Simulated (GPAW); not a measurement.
# How the plane-wave cutoff moves the magnetism of zigzag Nb chain, bond 2.823 A, part 2 of 2

Two starts of zigzag Nb chain, bond 2.823 A are run at each rung of the plane-wave cutoff. Which rung is enough?

GPAW 26.7.0; PBE; plane waves with GPAW's PAW setups, scalar-relativistic.

So far, largest spin moment in the augmentation sphere (μB): step 3 (rung 1 (250 eV), start antiferro +-) 1.10; step 5 (cutoff 325 eV) 1.12; step 7 (cutoff 400 eV) 1.13.

### Step 8. Rung 4 (500 eV), start ferro ++

order1.py reads:

```python
import json
import numpy as np
from ase import Atoms
from ase.parallel import paropen, parprint
from gpaw import GPAW

atoms = Atoms(['Nb', 'Nb'],
    cell=[[12.0, 0.0, 0.0],
         [0.0, 12.0, 0.0],
         [0.0, 0.0, 3.3876]],
    scaled_positions=[[0.4059, 0.5, 0.0],
         [0.5941, 0.5, 0.5]],
    pbc=True,
    magmoms=[1.0, 1.0])
atoms.calc = GPAW(mode={'name': 'pw', 'ecut': 500},
    xc='PBE',
    kpts={'size': (1, 1, 8), 'gamma': True},
    occupations={'name': 'fermi-dirac', 'width': 0.1},
    convergence={'density': 1e-05, 'energy': 1e-05},
    maxiter=200,
    symmetry={'tolerance': 1e-4},
    txt='order1.txt')
e = atoms.get_potential_energy(force_consistent=True)
res = {'free_energy': e, 'energy_sigma0': atoms.get_potential_energy(), 'fermi_energy': atoms.calc.get_fermi_level()}
res['moments'] = atoms.get_magnetic_moments().tolist()
res['total'] = atoms.get_magnetic_moment()
parprint('site moments (muB):', np.round(res['moments'], 3))
parprint(f"total moment: {res['total']:.3f} muB")
parprint(f'free energy: {e:.6f} eV')
atoms.calc.write('order1.gpw')
with paropen('results.json', 'w') as f:
    json.dump(res, f)
```

Launch:

```
> OMP_NUM_THREADS=1 python3 order1.py > order1.log
```

The log of the run:

```text
site moments (muB): [-0.  0.]
total moment: -0.000 muB
free energy: -12.941753 eV

--- order1.txt ---
Input parameters:
  mode=PW(ecut=500),
  convergence={'density': 1e-05, 'energy': 1e-05},
  kpts=MonkhorstPack(size=(1, 1, 8), gamma=True),
  maxiter=200,
  occupations=Occupations(name='fermi-dirac', width=0.1),
  symmetry=Symmetry(tolerance=0.0001),
  xc=XC(name='PBE')

Diagonalizing LCAO Hamiltonian
[...]
|          8 |        -5.300 |     1.000 |        -5.300 |     1.000 |
|          9 |        -4.543 |     1.000 |        -4.543 |     1.000 |
[...]
|         17 |        -1.380 |     0.000 |        -1.380 |     0.000 |
|         18 |        -1.113 |     0.000 |        -1.113 |     0.000 |
|         19 |        -0.485 |     0.000 |        -0.485 |     0.000 |
|         20 |        -0.118 |     0.000 |        -0.118 |     0.000 |

No gap
No difference between direct/indirect transitions


[key lines of the parts left out:]
Free energy:     -12.941753
Converged in 27 steps
dipole moment: (0.000001, 0.000002, -12.374325)  # |e|*Ang
Fermi level: -2.365
```

Wall time 71 s (1 MPI rank of Intel Xeon 6975P-C (Granite Rapids), shared host); peak memory 0.38 GiB.

Numbers from this step:

| Quantity | Value |
| --- | --- |
| final state | non-magnetic |

After 27 cycles the seed has died away: no moment is left.

### Step 9. Rung 4 (500 eV), start antiferro +-

order2.py reads:

```python
import json
import numpy as np
from ase import Atoms
from ase.parallel import paropen, parprint
from gpaw import GPAW

atoms = Atoms(['Nb', 'Nb'],
    cell=[[12.0, 0.0, 0.0],
         [0.0, 12.0, 0.0],
         [0.0, 0.0, 3.3876]],
    scaled_positions=[[0.4059, 0.5, 0.0],
         [0.5941, 0.5, 0.5]],
    pbc=True,
    magmoms=[1.0, -1.0])
atoms.calc = GPAW(mode={'name': 'pw', 'ecut': 500},
    xc='PBE',
    kpts={'size': (1, 1, 8), 'gamma': True},
    occupations={'name': 'fermi-dirac', 'width': 0.1},
    convergence={'density': 1e-05, 'energy': 1e-05},
    maxiter=200,
    symmetry={'tolerance': 1e-4},
    txt='order2.txt')
e = atoms.get_potential_energy(force_consistent=True)
res = {'free_energy': e, 'energy_sigma0': atoms.get_potential_energy(), 'fermi_energy': atoms.calc.get_fermi_level()}
res['moments'] = atoms.get_magnetic_moments().tolist()
res['total'] = atoms.get_magnetic_moment()
parprint('site moments (muB):', np.round(res['moments'], 3))
parprint(f"total moment: {res['total']:.3f} muB")
parprint(f'free energy: {e:.6f} eV')
atoms.calc.write('order2.gpw')
with paropen('results.json', 'w') as f:
    json.dump(res, f)
```

Launch:

```
> OMP_NUM_THREADS=1 python3 order2.py > order2.log
```

The log of the run:

```text
site moments (muB): [ 1.131 -1.131]
total moment: -0.000 muB
free energy: -13.055635 eV

--- order2.txt ---
Input parameters:
  mode=PW(ecut=500),
  convergence={'density': 1e-05, 'energy': 1e-05},
  kpts=MonkhorstPack(size=(1, 1, 8), gamma=True),
  maxiter=200,
  occupations=Occupations(name='fermi-dirac', width=0.1),
  symmetry=Symmetry(tolerance=0.0001),
  xc=XC(name='PBE')

Diagonalizing LCAO Hamiltonian
[...]
|          7 |       -32.861 |     1.000 |       -32.861 |     1.000 |
|          8 |        -5.279 |     1.000 |        -5.279 |     1.000 |
[...]
|         16 |        -1.324 |     0.000 |        -1.324 |     0.000 |
|         17 |        -0.966 |     0.000 |        -0.966 |     0.000 |
|         18 |        -0.774 |     0.000 |        -0.774 |     0.000 |
|         19 |        -0.018 |     0.000 |        -0.018 |     0.000 |

No gap
No difference between direct/indirect transitions


[key lines of the parts left out:]
Free energy:     -13.055635
Converged in 21 steps
dipole moment: (0.000002, 0.000002, -12.363969)  # |e|*Ang
Fermi level: -2.410
```

Run time: 50 s. Hardware: 1 MPI rank; peak memory 0.37 GiB.

Numbers from this step:

| Property | Result |
| --- | --- |
| magnetization | 0 μB |
| final state | antiferromagnetic |
| largest moment | 1.131 μB |

This start lies -56.9 meV a seeded atom from the first, a change of -0.1 meV since rung 3; its largest moment is 1.13 μB.

### Step 10. Rung 5 (650 eV), start ferro ++

order1.py is the script of step 8 with these lines changed:

```diff
@@ -14,3 +14,3 @@
     magmoms=[1.0, 1.0])
-atoms.calc = GPAW(mode={'name': 'pw', 'ecut': 500},
+atoms.calc = GPAW(mode={'name': 'pw', 'ecut': 650},
     xc='PBE',
```

Launch:

```
> OMP_NUM_THREADS=1 python3 order1.py > order1.log
```

The log of the run:

```text
site moments (muB): [ 0. -0.]
total moment: -0.000 muB
free energy: -12.947965 eV

--- order1.txt ---
Input parameters:
  mode=PW(ecut=650),
  convergence={'density': 1e-05, 'energy': 1e-05},
  kpts=MonkhorstPack(size=(1, 1, 8), gamma=True),
  maxiter=200,
  occupations=Occupations(name='fermi-dirac', width=0.1),
  symmetry=Symmetry(tolerance=0.0001),
  xc=XC(name='PBE')

Diagonalizing LCAO Hamiltonian
[...]
|          8 |        -5.300 |     1.000 |        -5.300 |     1.000 |
|          9 |        -4.543 |     1.000 |        -4.543 |     1.000 |
[...]
|         17 |        -1.380 |     0.000 |        -1.380 |     0.000 |
|         18 |        -1.113 |     0.000 |        -1.114 |     0.000 |
|         19 |        -0.484 |     0.000 |        -0.485 |     0.000 |
|         20 |        -0.118 |     0.000 |        -0.118 |     0.000 |

No gap
No difference between direct/indirect transitions


[key lines of the parts left out:]
Free energy:     -12.947965
Converged in 27 steps
dipole moment: (0.000002, 0.000002, -12.374388)  # |e|*Ang
Fermi level: -2.365
```

It took 85 s on 1 MPI rank; peak memory 0.5 GiB.

Numbers from this step:

* final state: non-magnetic

After 27 cycles the seed has died away: no moment is left.

### Step 11. Rung 5 (650 eV), start antiferro +-

order2.py is the script of step 9 with these lines changed:

```diff
@@ -14,3 +14,3 @@
     magmoms=[1.0, -1.0])
-atoms.calc = GPAW(mode={'name': 'pw', 'ecut': 500},
+atoms.calc = GPAW(mode={'name': 'pw', 'ecut': 650},
     xc='PBE',
```

Launch:

```
> OMP_NUM_THREADS=1 python3 order2.py > order2.log
```

The log of the run:

```text
site moments (muB): [ 1.131 -1.131]
total moment: -0.000 muB
free energy: -13.061958 eV

--- order2.txt ---
Input parameters:
  mode=PW(ecut=650),
  convergence={'density': 1e-05, 'energy': 1e-05},
  kpts=MonkhorstPack(size=(1, 1, 8), gamma=True),
  maxiter=200,
  occupations=Occupations(name='fermi-dirac', width=0.1),
  symmetry=Symmetry(tolerance=0.0001),
  xc=XC(name='PBE')

Diagonalizing LCAO Hamiltonian
[...]
|          7 |       -32.861 |     1.000 |       -32.861 |     1.000 |
|          8 |        -5.280 |     1.000 |        -5.280 |     1.000 |
[...]
|         16 |        -1.324 |     0.000 |        -1.324 |     0.000 |
|         17 |        -0.966 |     0.000 |        -0.966 |     0.000 |
|         18 |        -0.774 |     0.000 |        -0.774 |     0.000 |
|         19 |        -0.018 |     0.000 |        -0.018 |     0.000 |

No gap
No difference between direct/indirect transitions


[key lines of the parts left out:]
Free energy:     -13.061958
Converged in 21 steps
dipole moment: (0.000004, 0.000002, -12.364029)  # |e|*Ang
Fermi level: -2.410
```

The job ended after 66 s (1 MPI rank; peak memory 0.49 GiB).

This step gave:

```
magnetization  : 0 μB
final state    : antiferromagnetic
largest moment : 1.131 μB
```

This start lies -57.0 meV a seeded atom from the first, a change of -0.1 meV since rung 4; its largest moment is 1.13 μB.

### Step 12. Rung 6 (800 eV), start ferro ++

order1.py is the script of step 10 with these lines changed:

```diff
@@ -14,3 +14,3 @@
     magmoms=[1.0, 1.0])
-atoms.calc = GPAW(mode={'name': 'pw', 'ecut': 650},
+atoms.calc = GPAW(mode={'name': 'pw', 'ecut': 800},
     xc='PBE',
```

Launch:

```
> OMP_NUM_THREADS=1 python3 order1.py > order1.log
```

The log of the run:

```text
site moments (muB): [ 0. -0.]
total moment: 0.000 muB
free energy: -12.948589 eV

--- order1.txt ---
Input parameters:
  mode=PW(ecut=800),
  convergence={'density': 1e-05, 'energy': 1e-05},
  kpts=MonkhorstPack(size=(1, 1, 8), gamma=True),
  maxiter=200,
  occupations=Occupations(name='fermi-dirac', width=0.1),
  symmetry=Symmetry(tolerance=0.0001),
  xc=XC(name='PBE')

Diagonalizing LCAO Hamiltonian
[...]
|          8 |        -5.300 |     1.000 |        -5.300 |     1.000 |
|          9 |        -4.543 |     1.000 |        -4.543 |     1.000 |
[...]
|         17 |        -1.380 |     0.000 |        -1.380 |     0.000 |
|         18 |        -1.113 |     0.000 |        -1.113 |     0.000 |
|         19 |        -0.485 |     0.000 |        -0.485 |     0.000 |
|         20 |        -0.118 |     0.000 |        -0.118 |     0.000 |

No gap
No difference between direct/indirect transitions


[key lines of the parts left out:]
Free energy:     -12.948589
Converged in 27 steps
dipole moment: (0.000002, 0.000002, -12.374380)  # |e|*Ang
Fermi level: -2.365
```

It took 2.2 min on 1 MPI rank; peak memory 0.66 GiB.

Numbers from this step:

- final state: non-magnetic

After 27 cycles the seed has died away: no moment is left.

### Step 13. Rung 6 (800 eV), start antiferro +-

order2.py is the script of step 11 with these lines changed:

```diff
@@ -14,3 +14,3 @@
     magmoms=[1.0, -1.0])
-atoms.calc = GPAW(mode={'name': 'pw', 'ecut': 650},
+atoms.calc = GPAW(mode={'name': 'pw', 'ecut': 800},
     xc='PBE',
```

Launch:

```
> OMP_NUM_THREADS=1 python3 order2.py > order2.log
```

The log of the run:

```text
site moments (muB): [ 1.131 -1.131]
total moment: -0.000 muB
free energy: -13.062611 eV

--- order2.txt ---
Input parameters:
  mode=PW(ecut=800),
  convergence={'density': 1e-05, 'energy': 1e-05},
  kpts=MonkhorstPack(size=(1, 1, 8), gamma=True),
  maxiter=200,
  occupations=Occupations(name='fermi-dirac', width=0.1),
  symmetry=Symmetry(tolerance=0.0001),
  xc=XC(name='PBE')

Diagonalizing LCAO Hamiltonian
[...]
|          7 |       -32.861 |     1.000 |       -32.861 |     1.000 |
|          8 |        -5.280 |     1.000 |        -5.280 |     1.000 |
[...]
|         16 |        -1.324 |     0.000 |        -1.324 |     0.000 |
|         17 |        -0.966 |     0.000 |        -0.966 |     0.000 |
|         18 |        -0.774 |     0.000 |        -0.774 |     0.000 |
|         19 |        -0.018 |     0.000 |        -0.018 |     0.000 |

No gap
No difference between direct/indirect transitions


[key lines of the parts left out:]
Free energy:     -13.062611
Converged in 21 steps
dipole moment: (0.000004, 0.000002, -12.364020)  # |e|*Ang
Fermi level: -2.410
```

Run time: 92 s. Hardware: 1 MPI rank; peak memory 0.65 GiB.

Read from the output:

```
magnetization  : 0 μB
final state    : antiferromagnetic
largest moment : 1.131 μB
```

This start lies -57.0 meV a seeded atom from the first, a change of -0.0 meV since rung 5; its largest moment is 1.13 μB.

### Step 14. Another try

A slip in the input shows what the program catches and what it lets pass.

run.py, as its differences from order2.py of step 13:

```diff
@@ -13,5 +13,5 @@
     pbc=True,
-    magmoms=[1.0, -1.0])
-atoms.calc = GPAW(mode={'name': 'pw', 'ecut': 800},
-    xc='PBE',
+    magmoms=[1.0, 1.0])
+atoms.calc = GPAW(mode={'name': 'pw', 'ecut': 550},
+    xc='PBE96',
     kpts={'size': (1, 1, 8), 'gamma': True},
@@ -19,5 +19,5 @@
     convergence={'density': 1e-05, 'energy': 1e-05},
-    maxiter=200,
+    maxiter=75,
     symmetry={'tolerance': 1e-4},
-    txt='order2.txt')
+    txt='run.txt')
 e = atoms.get_potential_energy(force_consistent=True)
@@ -29,3 +29,3 @@
 parprint(f'free energy: {e:.6f} eV')
-atoms.calc.write('order2.gpw')
+atoms.calc.write('run.gpw')
 with paropen('results.json', 'w') as f:
```

Launch:

```
> OMP_NUM_THREADS=1 python3 run.py > run.log
```

The log of the run:

```text
NameError: Unknown functional: PBE96.

--- run.txt ---
Input parameters:
  mode=PW(ecut=550),
  convergence={'density': 1e-05, 'energy': 1e-05},
  kpts=MonkhorstPack(size=(1, 1, 8), gamma=True),
  maxiter=75,
  occupations=Occupations(name='fermi-dirac', width=0.1),
  symmetry=Symmetry(tolerance=0.0001),
  xc=XC(name='PBE96')
```

Run time: 1.4 s. Hardware: 1 MPI rank; peak memory 0.1 GiB.

The input was rejected at the start.

The program's message: “NameError: Unknown functional: PBE96.”

The fault put into the input: an unknown functional.

The functional must be one that the program lists.

### Step 15. Side by side

Ladder, by row:

```
rung  cutoff (eV)  state from the first start  state from the second start  second less first (meV a seeded atom)  moment, first (μB)  moment, second (μB)  CPU time (s)
   1          250                non-magnetic            antiferromagnetic                                 -53.41             1.48e-4                1.095          58.6
   2          325                non-magnetic            antiferromagnetic                                 -56.34             1.10e-4                1.123         70.31
   3          400                non-magnetic            antiferromagnetic                                 -56.86             8.90e-5                 1.13         74.24
   4          500                non-magnetic            antiferromagnetic                                 -56.94             2.33e-4                1.131         120.8
   5          650                non-magnetic            antiferromagnetic                                    -57             2.55e-4                1.131         150.6
   6          800                non-magnetic            antiferromagnetic                                 -57.01             2.38e-4                1.131         223.9
```

### Step 16. Results

| Item | Value |
| --- | --- |
| range of the moment in the table, second start | 1.10 to 1.13 μB |
| range of CPU time | 59 s to 3.7 min |
| range of the energy difference | -57.0 to -53.4 meV a seeded atom |
| first rung from which all stay within 2.9 meV of the last | 2 |

What this shows: From rung 2 on the result stays within 0.67 meV of the last rung, inside the margin of 2.9 meV set for it, at 31 % of the last rung's cost. The second start ends lower on every rung of the table; whether functional and cell give the true order is another question.

[Logs and program files are shortened in this print: banners, set-up blocks, solver, clock and traceback lines can be left out without a mark of their own.]

[Logs are printed without paths, hosts, clocks, repeated set-up lines and the standing remarks that a program may print on its own settings, such as how far it seeks lower states.]

[Hosts, paths, dates, database ids (printed as entryN), source tags and the programs' standing remarks are cut or masked in the printed files.]

[Where a cell is said to come from a database of computed structures, the database is the Materials Project.]
